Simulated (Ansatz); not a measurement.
# Reading EPR parameters

A crystal has the composition KRb2MF6, where M is a 4d element. A calculation (PBE+U, spin-orbit coupling in second variation, Ansatz) gives:

| Item | Value |
| --- | --- |
| S | 3/2 |
| g | 1.9601 (isotropic) |
| moment in its sphere | 1.65 μB |

**Question.** Which ion is it, and why?

The crystal is KRb2MoF6, space group Fm-3m. The spin sits on Mo, with 6 F at 2.02 Å round it. With the usual charges of the other elements M must be +3. Ions of this row are low-spin as a rule, so S = 3/2 at that charge points to d3: Mo³⁺ d³. The shift is negative: in a shell less than half full the orbital moment opposes the spin.

[Hosts, paths, dates, database ids (printed as entryN), source tags and the programs' standing remarks are cut or masked in the printed files.]
